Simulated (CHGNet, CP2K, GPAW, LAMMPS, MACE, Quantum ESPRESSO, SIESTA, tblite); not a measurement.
**Running glassy 68SiO2-14MgO-11ZnO-7BaO (mol %) (75 atoms) with tblite**

Aim: run glassy 68SiO2-14MgO-11ZnO-7BaO (mol %) (75 atoms) in tblite and see how near its forces come to a plane-wave reference, and at what cost.

Main program and level: tblite 0.8.0; the method is named at each step.

## 1. Set-up

The cell holds 75 atoms: 19 Si, 4 Mg, 3 Zn, 2 Ba and 47 O. Cell: a = 10.485 Å, b = 10.485 Å, c = 10.485 Å, α = 90.0°, β = 90.0°, γ = 90.0°. 75 atoms (19 Si, 4 Mg, 3 Zn, 2 Ba, 47 O) placed at random at 2.67 g/cm³, melted at 4000 K for 10 ps at fixed volume with the Morse and Coulomb pair potential with partial charges (Pedone, Malavasi, Menziani, Cormack and Segre, J. Phys. Chem. B 110, 11780 (2006)). Quenched from 4000 K to 300 K at 25 K/ps and fixed volume, held 5 ps, then minimised at fixed cell.

The yardstick, on the same geometry:

- method: Kohn-Sham DFT, PBE, SSSP efficiency 1.3.0 pseudopotentials, plane waves (Quantum ESPRESSO 7.5); sssp-pbe-1.3.0-efficiency, cutoffs 60/480 Ry, Γ point
- r.m.s. force component: 0.9196 eV/Å
- longest force: 3.232 eV/Å
- pressure: 1.366 GPa
- gap (highest filled to lowest empty level): 2.891 eV
- time: 3 min on 4 MPI ranks of Arm Neoverse V2, shared host
- CPU time: 12 min

## 2. GFN1-xTB

Method: GFN1-xTB tight binding, diagonalisation.

Input file run.py:

```python
import numpy as np
from ase.io import read
from tblite.ase import TBLite

atoms = read("structure.xyz")
atoms.calc = TBLite(method="GFN1-xTB", electronic_temperature=580, accuracy=1.0, max_iterations=250, mixer_damping=0.4, verbosity=1)
energy = atoms.get_potential_energy()
forces = atoms.get_forces()
print(f"energy {energy:.6f} eV")
print("forces (eV/A)")
for i, (a, f) in enumerate(zip(atoms, forces)):
    print(f"{i:4d} {a.symbol:2s} {f[0]:10.5f} {f[1]:10.5f} {f[2]:10.5f}")
stress = -atoms.get_stress(voigt=False) * 160.21766
print("stress (GPa, compression positive)")
for row in stress:
    print(" ".join(f"{x:10.4f}" for x in row))
print("charges (e)")
print(np.array2string(atoms.get_charges(), precision=4, suppress_small=True, max_line_width=110, threshold=100000))
```

Input file structure.xyz:

```xyz
75
Lattice="10.48540 0.00000 0.00000 0.00000 10.48540 0.00000 0.00000 0.00000 10.48540" Properties=species:S:1:pos:R:3 pbc="T T T"
Si 8.07386 4.45483 4.21419
Si 4.16858 8.69586 3.12287
Si 3.88159 2.66528 5.31232
Si 6.38079 0.73524 5.62531
Si 4.85579 8.46287 6.06937
Si 1.31739 1.68668 7.05709
Si 8.90913 1.43178 0.21621
Si 9.45563 6.37072 8.93398
Si 0.31603 0.36972 4.35962
Si 9.75247 8.23261 3.07233
Si 6.37890 2.92752 9.48111
Si 6.92351 7.01557 2.92364
Si 8.09127 1.57071 3.20444
Si 2.01152 5.43637 9.28912
Si 10.18321 9.09179 0.09259
Si 2.96254 1.09803 2.70785
Si 0.62231 5.43720 3.53777
Si 2.67420 8.04754 0.51808
Si 6.89960 5.66788 10.46737
Mg 8.48122 2.84867 7.19907
Mg 3.00889 5.46101 6.09789
Mg 3.07841 2.16429 9.78969
Mg 6.89866 5.46143 6.97761
Zn 1.23088 3.24817 0.96917
Zn 3.40283 10.05015 8.68485
Zn 4.47622 7.16415 8.46308
Ba 4.16061 4.69714 2.31906
Ba 8.87883 9.22967 6.96094
O 7.70436 2.00795 9.80123
O 2.44058 6.54950 10.45101
O 5.93620 6.41497 9.47450
O 7.55536 1.11093 6.59804
O 5.96326 9.64825 5.86994
O 1.58099 5.52727 4.78229
O 8.22349 1.10390 1.69717
O 2.52258 2.46071 6.20599
O 2.25688 3.99127 9.87672
O 7.93661 4.13985 5.72576
O 10.23690 9.33914 4.14278
O 3.18096 7.96660 2.05902
O 8.70655 6.52852 7.56165
O 7.74724 3.13660 3.33037
O 5.05302 1.63688 5.75156
O 2.96705 5.82852 8.05499
O 1.55111 0.60941 3.37431
O 3.93203 10.26248 2.77528
O 4.27144 4.17046 5.28475
O 0.01835 2.46805 7.42618
O 3.94828 8.47493 4.71036
O 0.45171 5.74107 8.95065
O 7.00750 5.64775 3.80033
O 2.13021 1.00649 8.29542
O 1.30994 8.90902 0.24672
O 9.70214 8.83374 1.59347
O 0.76795 0.57062 5.89961
O 6.76403 3.78124 8.20776
[... 15 atom lines left out ...]
O 3.75325 8.73612 10.08947
O 5.02020 2.15318 9.46003
O 6.98412 0.82730 4.11174
O 9.59110 4.88515 3.85915
```

Command:

```
$ OMP_NUM_THREADS=1 python run.py > output.txt
```

Log:

```text
------------------------------------------------------------
  cycle        total energy    energy error   density error
------------------------------------------------------------
      1     -243.8200828548  -2.4501377E+02   1.0877936E+00
      2      840.8426508667   1.0846627E+03   1.3763698E+00
      3      390.2340738318  -4.5060858E+02   1.2223002E+00
      4      322.9471320156  -6.7286942E+01   9.5127361E-01
      5     -155.8472133685  -4.7879435E+02   4.1642295E-01
      6     -199.7109663148  -4.3863753E+01   3.1135744E-01
      7     -246.9233045457  -4.7212338E+01   2.0401650E-01
      8     -225.7327626983   2.1190542E+01   2.3048648E-01
      9     -13.86952059051   2.1186324E+02   5.4663432E-01
     10     -64.12107311405  -5.0251553E+01   4.7174585E-01
     11     -77.87340120661  -1.3752328E+01   4.4472472E-01
     12     -129.8929586107  -5.2019557E+01   3.7714089E-01
     13     -205.0498913015  -7.5156933E+01   2.5537030E-01
     14     -262.3230044044  -5.7273113E+01   1.3420529E-01
     15     -265.5240649239  -3.2010605E+00   8.6426360E-02
     16     -261.2986993503   4.2253656E+00   1.0044937E-01
     17     -267.9074037027  -6.6087044E+00   6.7113624E-02
     18     -269.5638487671  -1.6564451E+00   3.3776542E-02
     19     -270.1141342760  -5.5028551E-01   1.8369544E-02
     20     -270.2953791083  -1.8124483E-01   1.1765411E-02
     21     -270.3163251802  -2.0946072E-02   6.6946546E-03
     22     -270.2207719370   9.5553243E-02   1.1492227E-02
     23     -270.2907132330  -6.9941296E-02   7.3356724E-03
     24     -270.3161923410  -2.5479108E-02   4.5159992E-03
     25     -270.3181378503  -1.9455093E-03   3.5034352E-03
     26     -270.3195108618  -1.3730115E-03   1.5758758E-03
     27     -270.3202630726  -7.5221080E-04   2.8744498E-04
     28     -270.3201596671   1.0340545E-04   4.4520280E-04
     29     -270.3203377007  -1.7803360E-04   7.0572392E-05
     30     -270.3203383911  -6.9036707E-07   3.7568175E-05
     31     -270.3203389388  -5.4768975E-07   1.1537114E-05
------------------------------------------------------------
 total:                                   3.338 sec
energy -7355.791093 eV
forces (eV/A)
   0 Si    0.12855    0.51943   -1.21909
   1 Si   -0.23219    0.16386    0.07886
   2 Si   -0.78025   -0.88931   -0.28522
   3 Si    0.20623   -0.76446   -0.03935
   4 Si    0.49842   -0.14219   -0.27197
   5 Si    0.62684   -0.37053   -0.36122
   6 Si    0.06870   -0.40788    0.38241
   7 Si    0.09842    1.11177    0.15618
   8 Si   -0.16086    0.00769    0.41739
   9 Si    0.23765    0.15118    0.13606
  10 Si    0.25214    0.73374    0.54224
  11 Si   -0.26830   -0.59734   -0.01618
  12 Si    0.19671   -0.32415    0.51502
  13 Si    0.40847    0.53356    0.21059
  14 Si    0.14443   -0.39693   -0.59425
  15 Si    0.12154   -0.09651    0.27973
  16 Si   -0.04107   -0.29094   -0.59795
  17 Si   -0.55888    0.06376    0.20120
  18 Si   -0.30805   -0.57216    0.43269
  19 Mg   -0.33755   -0.53815   -0.31743
  20 Mg   -0.21576   -0.31168   -0.46800
  21 Mg    0.09495    0.09094   -0.10202
  22 Mg    0.45734   -0.01034    0.18849
  23 Zn   -0.86382    0.31140    0.36924
[...]
67 O     0.19995    0.99388   -2.44968
  68 O     0.56402   -0.94587    0.73221
  69 O    -0.33413    0.38991   -1.26997
  70 O     0.93495   -0.05672   -0.04271
  71 O     2.13459    1.63383   -2.04534
  72 O    -2.82002   -1.44791    0.32980
  73 O    -0.59965   -0.85199   -1.03856
  74 O     0.20696   -0.28357    0.25754
stress (GPa, compression positive)
   -3.5085     0.8196    -1.3331
    0.8196    -2.8627    -0.0616
   -1.3331    -0.0616    -1.6038
charges (e)
[ 0.8966  0.9117  0.8796  0.8738  0.8737  0.8755  0.8878  0.8706  0.8849  0.9032  0.8835  0.8894  0.9075
  0.8801  0.8876  0.8861  0.8611  0.889   0.8821  0.8437  0.7906  0.7615  0.8017  1.048   1.0403  1.0767
  1.225   1.2039 -0.4612 -0.5058 -0.6622 -0.7066 -0.5069 -0.6617 -0.4485 -0.4563 -0.6678 -0.6251 -0.4985
 -0.4752 -0.7109 -0.4556 -0.4344 -0.6553 -0.4319 -0.4374 -0.6846 -0.6275 -0.4629 -0.441  -0.5024 -0.66
 -0.4661 -0.4238 -0.5161 -0.6301 -0.4769 -0.6859 -0.6681 -0.4521 -0.45   -0.5265 -0.5084 -0.6133 -0.6962
 -0.5398 -0.469  -0.6872 -0.4372 -0.4991 -0.4555 -0.6714 -0.6555 -0.467  -0.4402]
```

Elapsed: 3.8 s, on 1 thread of Arm Neoverse V2, shared host; peak memory 0.11 GiB.

Banners, paths, timers and routine set-up lines are dropped from the logs unmarked, and long logs keep their key lines alone; longer cuts are marked.

Numbers from this run, and their distance from the reference:

```yaml
r_m_s_force_component: 1.007 eV/Å
r_m_s_difference_of_force_components: 502.4 meV/Å
longest_difference_of_force_vectors: 1995 meV/Å
force_difference_over_r_m_s_force: 54.64 %
slope_of_forces_against_the_reference_s: 0.9506
correlation_of_force_components: 0.8679
pressure: -2.658 GPa
pressure_difference: -4.024 GPa
```

Length of the force difference by element (eV/Å):

| element | atoms | mean | most |
| --- | --- | --- | --- |
| Ba | 2 | 0.66 | 0.77 |
| Mg | 4 | 0.44 | 0.66 |
| O | 47 | 0.50 | 1.3 |
| Si | 19 | 1.3 | 2.0 |
| Zn | 3 | 0.61 | 1.00 |

Local excerpt of 10 atoms (numbers count through the whole input) about O38, which bears the longest force; x, y, z are measured from there.

| atom | x | y | z | distance (Å) | bonds | Mulliken charge (e) | Fx | Fy | Fz (eV/Å) |
| --- | --- | --- | --- | --- | --- | --- | --- | --- | --- |
| O38 | 0.00 | 0.00 | 0.00 | 0.00 | 3 | -0.63 | -0.41 | -0.31 | 3.88 |
| Si1 | 0.14 | 0.31 | -1.51 | 1.55 | 4 | 0.90 | 0.13 | 0.52 | -1.22 |
| Mg20 | 0.54 | -1.29 | 1.47 | 2.03 | 4 | 0.84 | -0.34 | -0.54 | -0.32 |
| Mg23 | -1.04 | 1.32 | 1.25 | 2.10 | 4 | 0.80 | 0.46 | -0.01 | 0.19 |
| O75 | 1.65 | 0.75 | -1.87 | 2.60 | 2 | -0.44 | 0.21 | -0.28 | 0.26 |
| O42 | -0.19 | -1.00 | -2.40 | 2.60 | 2 | -0.46 | -0.81 | 0.60 | -1.01 |
| O51 | -0.93 | 1.51 | -1.93 | 2.62 | 2 | -0.50 | -1.31 | -0.44 | 0.81 |
| O56 | -1.17 | -0.36 | 2.48 | 2.77 | 3 | -0.63 | 0.77 | 1.29 | -3.07 |
| O41 | 0.77 | 2.39 | 1.84 | 3.11 | 3 | -0.71 | -1.22 | 0.55 | -2.63 |
| O32 | -0.38 | -3.03 | 0.87 | 3.17 | 3 | -0.71 | 2.19 | 0.46 | 2.25 |

Atoms are counted from 1 here, from 0 in the log.

Forces lie 55 % from the reference's, at 0.0053 times its CPU time (on 1 against 4 cores).

## 3. Summary of results

| Property | Result |
| --- | --- |
| force difference from the reference | tblite GFN1-xTB, 55 % |
| its CPU time | 3.8 s |

**Reading.** Tight binding differs by 55 % (tblite GFN1-xTB); it is another model, with fitted parameters of its own, and the xTB methods hold dispersion. One electronic-structure run takes under half the reference's CPU time: tblite GFN1-xTB, at 55 % in 3.8 s against 12 min; its pressure misses by -4.0 GPa. Periodic xTB results under one method name differ between programs and library versions. The reference's pressure holds the uncorrected Pulay stress of its 60 Ry basis, so small pressure differences, and their order, may be the reference's own error. The quench rate of 25 K/ps is many orders above laboratory rates, so the cell is likely richer in defects and strain than a real sample. The network of bonds at the start is that of the classical potential that made the cell, and needn't be the one that DFT or experiment would give. The reference's stress is far from hydrostatic: its diagonal is -0.3, 1.5, 2.9 GPa, compression counted positive. The electronic-structure runs sample only Γ, in a cell whose shortest periodic width is 10 Å. Spin–orbit coupling is left out, which matters for the levels of the heavy elements.

[Also dropped from logs without a mark: logging warnings of Python, and SIESTA's first energy breakdown and zero terms.]

[Logs are printed without paths, hosts, clocks, repeated set-up lines and the standing remarks that a program may print on its own settings, such as how far it seeks lower states.]

[Hosts, paths, dates, database ids (printed as entryN), source tags and the programs' standing remarks are cut or masked in the printed files.]
